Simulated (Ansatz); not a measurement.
# Preparing Mg3MoN4 (Pmn2_1) as a host crystal, part 2 of 4

Before any defect goes in: Mg3MoN4 (Pmn2_1) at rest, and how it screens a charge.

Ansatz 0.2.0; plane-wave PAW DFT, PBE; relaxation of the host's cell and atoms; PAW set soft_1 (the session's first sound run).

So far: Starting point; Host cell relaxation. The relaxed cell has a, b, c = 6.766, 5.850, 5.282 Å (conventional setting).

### 3. Dielectric tensors of the host

The response to a uniform electric field gives the electronic dielectric tensor.

This step: plane-wave PAW DFPT, PBE; dielectric tensors, Born charges and zone-centre modes of the host; PAW set soft_1 (Ansatz 0.2.0).

The input, eps/input.yaml:

```yaml
crystal:
  lattice:
    - [6.7655206539, 0.0, 0.0]
    - [0.0, 5.8504842162, 0.0]
    - [0.0, 0.0, 5.2815874786]
  atoms:
    - { symbol: Mg, position: [0.2522742704, 0.1693408052, 0.8573760666] }
    - { symbol: Mg, position: [0.7477257296, 0.1693408052, 0.8573760666] }
    - { symbol: Mg, position: [0.2477257296, 0.8306591948, 0.3573760666] }
    - { symbol: Mg, position: [0.7522742704, 0.8306591948, 0.3573760666] }
    - { symbol: Mg, position: [0.0, 0.660446455, 0.8582420531] }
    - { symbol: Mg, position: [0.5, 0.339553545, 0.3582420531] }
    - { symbol: Mo, position: [0.0, 0.3290119896, 0.3492816675] }
    - { symbol: Mo, position: [0.5, 0.6709880104, 0.8492816675] }
    - { symbol: "N", position: [0.0, 0.6343310127, 0.4559070288] }
    - { symbol: "N", position: [0.5, 0.3656689873, 0.9559070288] }
    - { symbol: "N", position: [0.0, 0.3262824252, 0.9983324477] }
    - { symbol: "N", position: [0.5, 0.6737175748, 0.4983324477] }
    - { symbol: "N", position: [0.7696956101, 0.1774730895, 0.4565523299] }
    - { symbol: "N", position: [0.2303043899, 0.1774730895, 0.4565523299] }
    - { symbol: "N", position: [0.7303043899, 0.8225269105, 0.9565523299] }
    - { symbol: "N", position: [0.2696956101, 0.8225269105, 0.9565523299] }
basis:
  ecutwfc: 420
hamiltonian:
  xc: pbe
  pseudopotentials: { kind: paw, azcp: { folder: soft_1 } }
kpoints:
  mp_grid: { grid: [4, 4, 5] }
scf:
  occupations: { method: fixed }
  max_iter: 100
phonons:
  method: dfpt
  dielectric: true
  rigid_motions: translations
```

Started as:

```
$ ansatz run input.yaml --threads 4 --pin off --max-ram 15073MiB --backend cpu --events-out ev --progress --plain --runs-dir out
```

Numbers of over 12 decimals in the logs are rounded to 6 here.

The log of the run:

```text
[...]
Crystal: 16 atoms, lattice volume = 209.054 Å³
Basis set: ecut = 420 eV, 4081 PW (Γ), exchange–correlation on 96×80×72 points (8 copies of the dense FFT grid, shifted against one another)
Bands: 80, of which v1, the nominal top of the filled ones, is band 64 counted from 1 (63 counted from 0)
Symmetry: 4 space group operations
k-points: 42 of 80 (irreducible under 1 space group operation, time reversal used)
[...]
SCF iter   1: F=—  HF=-24555.811419 eV  |F-HF|=—  |Δ(HF+E_count)|=         —  Δρ=1.50e-1  dr2=7.41e1  ethr=3.10e-3  ⟨swp⟩=5.0  Hψ=11789  notcnv=0  defer=556
[...]
SCF iter  14: F=-24539.982495 eV  HF=-24539.982495 eV  |F-HF|=7.28e-11  |Δ(HF+E_count)|=  7.64e-10  Δρ=1.92e-7  dr2=8.53e-11  ethr=1.00e-12  ⟨swp⟩=13.4  Hψ=22252  notcnv=0
SCF 1 converged in 14 iterations: F = -24539.982495 eV  dr2 = 8.53e-11
[...]
NSCF: frozen V_eff on 4 k-points
DFPT response loops at Γ: preconditioner auto → Resta (q_TF=auto, 2.514 Å⁻¹)  ε∞=4.4 (no band partly filled); β = 1.00, the filter's whole step (`scf.mixing.beta` (0.50) is not read by the response loops at its default; [...]
── the response to a field inside a basis, on 6×6×6 k-points: an SCF that follows is theirs, and a resumed run solves both again ──
Bands: 65, of which v1, the nominal top of the filled ones, is band 64 counted from 1 (63 counted from 0)
k-points: 27 of 216 (time reversal used)
[...]
Eigensolver: Dense (27 Hₖ)
SCF iter   1: F=—  HF=-24539.798846 eV  |F-HF|=—  |Δ(HF+E_count)|=         —  Δρ=4.74e-4  dr2=1.16e-4  ethr=1.00e-1
[...]
SCF iter   5: F=-24539.798869 eV  HF=-24539.798869 eV  |F-HF|=2.06e-8  |Δ(HF+E_count)|=   2.07e-7  Δρ=3.87e-6  dr2=2.72e-8  ethr=4.15e-10
SCF 1 converged in 5 iterations: F = -24539.798869 eV  dr2 = 2.72e-8
[...]
SCF converged after 14 iterations
Free energy (F): -24539.982495 eV
[...]
Internal energy: -24539.982495 eV  (E = F + TS)
E sigma→0 (E₀):  -24539.982495 eV
Fermi energy:    7.229447 eV
[...]
--- Band table (eV; the first three rows and the last of 42) ---
[...]
[... further k-points left out ...]
--- Phonons (Γ-DFPT): 18 representative perturbations + reference, on 42 of 80 k-points (Σ response iterations 72) ---
  k mesh reduced under 1 symmetry operation, with k and −k counted as one. Each operation leaves every solved perturbation unchanged. A smaller set is not considered because the run solves the response to a homogeneous field
  ASR residual: 2.947e-4 → 0.000e0 eV/Å²; symmetrization residual: 7.904e-6 eV/Å²
  ASR residual per site (eV/Å²): 2.78e-4 2.78e-4 2.78e-4 2.78e-4 2.95e-4 2.95e-4 7.95e-5 7.95e-5 2.67e-4 2.67e-4 5.24e-5 5.24e-5 2.43e-4 2.43e-4 2.43e-4 2.43e-4
  Γ frequencies (cm⁻¹): 0.00 0.00 0.00 144.67 167.91 179.35 179.95 207.35 226.05 227.69 228.62 258.19 271.72 277.20 287.98 289.23 291.19 305.11 306.74 325.22 341.39 348.38 353.46 363.77 417.17 423.47 431.71 436.58 446.45 449.47 450.35 491.32 494.18 502.02 [...]
  ε∞ (high-frequency dielectric tensor):
        5.293107     0.000000     0.000000
        0.000000     5.031691     0.000000
        0.000000     0.000000     5.433595
  ε⁰ (static dielectric tensor: ions relaxed, cell fixed):
       10.255486    -0.000000     0.000000
       -0.000000     9.292704     0.000000
        0.000000     0.000000    11.732391
  ε⁰ − ε∞ (ionic part):
        4.962379    -0.000000     0.000000
       -0.000000     4.261013     0.000000
        0.000000     0.000000     6.298796
  softest optical mode at Γ: 144.67 cm⁻¹; the repairs (sum rule, projections) moved no ω² at Γ by more than (3.63 cm⁻¹)²
  Born effective charges Z* (e; rows j = field, columns β = displacement):
    site 0:
         1.80256   -0.31218    0.31319
         0.36735    2.41724   -0.05686
        -0.46466    0.30405    2.18821
    site 1:
         1.80256    0.31218   -0.31319
        -0.36735    2.41724   -0.05686
         0.46466    0.30405    2.18821
    site 2:
         1.80256   -0.31218   -0.31319
         0.36735    2.41724    0.05686
         0.46466   -0.30405    2.18821
    site 3:
         1.80256    0.31218    0.31319
        -0.36735    2.41724    0.05686
        -0.46466   -0.30405    2.18821
    site 4:
         2.61218    0.00000    0.00000
        -0.00000    1.51072    0.11835
         0.00000   -0.59323    2.22293
    site 5:
         2.61218    0.00000    0.00000
        -0.00000    1.51072   -0.11835
         0.00000    0.59323    2.22293
    site 6:
         3.38970    0.00000    0.00000
        -0.00000    2.73573    0.00692
         0.00000    0.09311    3.39121
    site 7:
         3.38970    0.00000    0.00000
        -0.00000    2.73573   -0.00692
         0.00000   -0.09311    3.39121
    site 8:
        -1.48012   -0.00000    0.00000
        -0.00000   -3.55770   -0.68678
         0.00000   -0.69183   -1.86134
    site 9:
        -1.48012    0.00000    0.00000
        -0.00000   -3.55770    0.68678
         0.00000    0.69183   -1.86134
    site 10:
        -1.37441   -0.00000    0.00000
[...]
site 11:
[...]
site 12:
[...]
site 13:
[...]
site 14:
[...]
site 15:
[...]
Z* charge neutrality: 1.555e-2 e pre-enforcement
  solved inside a basis spanned on kpoints, on 6×6×6 k-points, taken by the longest dipole's decay: ε∞ is read to err by 2.2e-2, Z* by 9.1e-2 e (field_mesh: kpoints solves on kpoints); Z* is corrected for what the basis lacks
  optical modes at Γ without the LO–TO term, one row a degenerate level:
      ω (cm⁻¹)  modes    IR ((D/Å)²/amu)
[...]
optical modes at Γ + LO–TO along q̂ = [1.0000, 0.0000, 0.0000]:
      ω (cm⁻¹)  modes    IR ((D/Å)²/amu)
[...]
optical modes at Γ + LO–TO along q̂ = [0.0000, 1.0000, 0.0000]:
      ω (cm⁻¹)  modes    IR ((D/Å)²/amu)
[...]
optical modes at Γ + LO–TO along q̂ = [0.0000, 0.0000, 1.0000]:
      ω (cm⁻¹)  modes    IR ((D/Å)²/amu)
[...]
508.78      1             0.0000
        519.85      1             9.2233
        534.19      1             0.0000
        535.52      1             2.4305
        673.45      1            95.9129
        693.61      1             0.0019
        732.72      1             0.0000
        738.72      1            18.2080
        747.95      1            41.0602
        828.34      1            92.1985
        851.00      1            21.2416
        851.44      1             0.0002
```

Elapsed: 12 min, on 4 threads of Arm Neoverse V1, shared host; peak memory 3.2 GiB; 45 min of CPU time.

The column dr2 measures how far the density is from self-consistency, as an energy; F and HF (Harris–Foulkes) agree once it is small.

Electronic dielectric tensor:

```
5.29 0.00 0.00
0.00 5.03 0.00
0.00 0.00 5.43
```

Static dielectric tensor:

```
10.26  0.00  0.00
 0.00  9.29  0.00
 0.00  0.00 11.73
```

The principal values of the electronic dielectric tensor are 5.03, 5.29 and 5.43. The principal values of the static dielectric tensor are 9.29, 10.26 and 11.73.

### 4. Primitive cell on a dense mesh

A dense mesh gives the host's converged energy, against which the supercell's sampling is tested.

This step: plane-wave PAW DFT, PBE; single point of the host's primitive cell on a dense mesh; PAW set soft_1 (Ansatz 0.2.0).

dense/input.yaml, as its differences from eps/input.yaml of step 3:

```diff
@@ -24,2 +24,3 @@
   ecutwfc: 420
+  xc_grid: 2
 hamiltonian:
@@ -28,9 +29,5 @@
 kpoints:
-  mp_grid: { grid: [4, 4, 5] }
+  mp_grid: { grid: [4, 5, 6] }
 scf:
-  occupations: { method: fixed }
-  max_iter: 100
-phonons:
-  method: dfpt
-  dielectric: true
-  rigid_motions: translations
+  occupations: { method: fermi_dirac, width: 0.01 }
+  max_iter: 80
```

The log of the run:

```text
[...]
Crystal: 16 atoms, lattice volume = 209.054 Å³
Basis set: ecut = 420 eV, 4081 PW (Γ), exchange–correlation on 96×80×72 points (8 copies of the dense FFT grid, shifted against one another)
Bands: 80, of which v1, the nominal top of the filled ones, is band 64 counted from 1 (63 counted from 0)
Symmetry: 4 space group operations
[...]
k-points: 36 of 120 (time reversal used)
[...]
SCF iter   1: F=—  HF=-24555.812328 eV  |F-HF|=—  |Δ(HF+E_count)|=         —  Δρ=1.50e-1  dr2=7.41e1  ethr=3.10e-3  ⟨swp⟩=6.0  Hψ=11432  notcnv=0  defer=67
[...]
SCF iter  11: F=-24539.982543 eV  HF=-24539.982543 eV  |F-HF|=5.82e-9  |Δ(HF+E_count)|=   8.40e-9  Δρ=2.42e-6  dr2=9.17e-9  ethr=1.63e-10  ⟨swp⟩=2.4  Hψ=5158  notcnv=0
SCF 1 converged in 11 iterations: F = -24539.982543 eV  dr2 = 9.17e-9
[...]
SCF converged after 11 iterations
Free energy (F): -24539.982543 eV
[...]
Internal energy: -24539.982543 eV  (E = F + TS)
E sigma→0 (E₀):  -24539.982543 eV
Fermi energy:    8.742300 eV
[...]
```

Wall time 18 s (4 threads); peak memory 0.81 GiB; 71 s of CPU time.

### 5. Self-consistent run

This step: plane-wave PAW DFT, PBE; single point of the defect-free supercell, a test of its k-points; PAW set soft_1 (Ansatz 0.2.0).

System of this step: Mg3MoN4 (Pmn2_1). Symmetry: Pmn2_1, No. 31, orthorhombic system. Conventional cell: a = 6.766 Å, b = 5.850 Å, c = 5.282 Å, α = 90.00°, β = 90.00°, γ = 90.00°. Nearest to Mg lie 4 N at 2.08 to 2.12 Å. Mg has 4 N at 2.09 to 2.13 Å nearest. Nearest to Mo lie 4 N at 1.85 to 1.88 Å. N has 1 Mo at 1.87 Å and 3 Mg at 2.10 to 2.13 Å nearest. Nearest to N lie 1 Mo at 1.85 Å and 3 Mg at 2.08 to 2.09 Å. N has 1 Mo at 1.88 Å and 3 Mg at 2.10 to 2.12 Å nearest. Farther neighbours and most contacts between anions are not listed.

The input, pristine.sampling/input.yaml:

```yaml
crystal:
  lattice:
    - [0.0, 5.8504842162, 5.2815874786]
    - [6.7655206539, 0.0, 5.2815874786]
    - [6.7655206539, 5.8504842162, 0.0]
  atoms:
    - { symbol: Mg, position: [0.3872213007, 0.4701547659, 0.7821195045] }
    - { symbol: Mg, position: [0.8872213007, 0.9701547659, 0.2821195045] }
    - { symbol: Mg, position: [0.1394955711, 0.7178804955, 0.0298452341] }
    - { symbol: Mg, position: [0.6394955711, 0.2178804955, 0.5298452341] }
    - { symbol: Mg, position: [0.4701547659, 0.8872213007, 0.3605044289] }
    - { symbol: Mg, position: [0.9701547659, 0.3872213007, 0.8605044289] }
    - { symbol: Mg, position: [0.2178804955, 0.1394955711, 0.6127786993] }
    - { symbol: Mg, position: [0.7178804955, 0.6394955711, 0.1127786993] }
    - { symbol: Mg, position: [0.2593442541, 0.598897799, 0.401102201] }
    - { symbol: Mg, position: [0.7593442541, 0.098897799, 0.901102201] }
    - { symbol: Mg, position: [0.098897799, 0.2593442541, 0.2406557459] }
    - { symbol: Mg, position: [0.598897799, 0.7593442541, 0.7406557459] }
    - { symbol: Mo, position: [0.3391468285, 0.010134839, 0.989865161] }
    - { symbol: Mo, position: [0.8391468285, 0.510134839, 0.489865161] }
    - { symbol: Mo, position: [0.010134839, 0.8391468285, 0.6608531715] }
    - { symbol: Mo, position: [0.510134839, 0.3391468285, 0.1608531715] }
    - { symbol: "N", position: [0.0451190207, 0.4107880081, 0.5892119919] }
    - { symbol: "N", position: [0.5451190207, 0.9107880081, 0.0892119919] }
    - { symbol: "N", position: [0.4107880081, 0.5451190207, 0.9548809793] }
    - { symbol: "N", position: [0.9107880081, 0.0451190207, 0.4548809793] }
    - { symbol: "N", position: [0.1623074364, 0.8360250112, 0.1639749888] }
    - { symbol: "N", position: [0.6623074364, 0.3360250112, 0.6639749888] }
    - { symbol: "N", position: [0.3360250112, 0.1623074364, 0.3376925636] }
    - { symbol: "N", position: [0.8360250112, 0.6623074364, 0.8376925636] }
    - { symbol: "N", position: [0.4321649046, 0.0243874253, 0.7453081849] }
    - { symbol: "N", position: [0.9321649046, 0.5243874253, 0.2453081849] }
    - { symbol: "N", position: [0.2018605147, 0.2546918151, 0.9756125747] }
    - { symbol: "N", position: [0.7018605147, 0.7546918151, 0.4756125747] }
    - { symbol: "N", position: [0.0243874253, 0.9321649046, 0.7981394853] }
    - { symbol: "N", position: [0.5243874253, 0.4321649046, 0.2981394853] }
    - { symbol: "N", position: [0.2546918151, 0.7018605147, 0.5678350954] }
    - { symbol: "N", position: [0.7546918151, 0.2018605147, 0.0678350954] }
basis:
  ecutwfc: 420
  xc_grid: 2
hamiltonian:
  xc: pbe
  pseudopotentials: { kind: paw, azcp: { folder: soft_1 } }
kpoints:
  mp_grid: { grid: [1, 1, 1], shift: [0.25, 0.25, 0.25] }
scf:
  occupations: { method: fermi_dirac, width: 0.01 }
  max_iter: 80
```

The log of the run:

```text
[...]
Crystal: 32 atoms, lattice volume = 418.107 Å³
Basis set: ecut = 420 eV, 8169 PW (Γ), exchange–correlation on 108×120×120 points (8 copies of the dense FFT grid, shifted against one another)
Bands: 160, of which v1, the nominal top of the filled ones, is band 128 counted from 1 (127 counted from 0)
Symmetry: 2 space group operations
k-points: 1
[...]
SCF iter   1: F=—  HF=-49111.482739 eV  |F-HF|=—  |Δ(HF+E_count)|=         —  Δρ=1.50e-1  dr2=1.48e2  ethr=3.10e-3  ⟨swp⟩=6.0  Hψ=654  notcnv=0
[...]
SCF iter  11: F=-49079.746273 eV  HF=-49079.746273 eV  |F-HF|=8.09e-9  |Δ(HF+E_count)|=   3.68e-8  Δρ=2.21e-6  dr2=1.59e-8  ethr=1.63e-10  ⟨swp⟩=2.0  Hψ=280  notcnv=0
SCF 1 converged in 11 iterations: F = -49079.746273 eV  dr2 = 1.59e-8
[...]
SCF converged after 11 iterations
Free energy (F): -49079.746273 eV
[...]
Internal energy: -49079.746273 eV  (E = F + TS)
E sigma→0 (E₀):  -49079.746273 eV
Fermi energy:    8.708408 eV
[...]
```

Run time: 3.2 s. Hardware: 4 threads; peak memory 0.68 GiB; 12 s of CPU time.

Numbers from this step:

```
energy over dense mesh : 0.006838 eV/atom
```

[end of part 2 of 4]

[Logs are printed without paths, hosts, clocks, repeated set-up lines and the standing remarks that a program may print on its own settings, such as how far it seeks lower states.]

[Hosts, paths, dates, database ids (printed as entryN), source tags and the programs' standing remarks are cut or masked in the printed files.]

[Runs of the host that timed out are not shown.]

[For some hosts the program warned that the k-mesh of the response run may be too coarse for force constants and the static dielectric constant; such warnings are not always shown.]
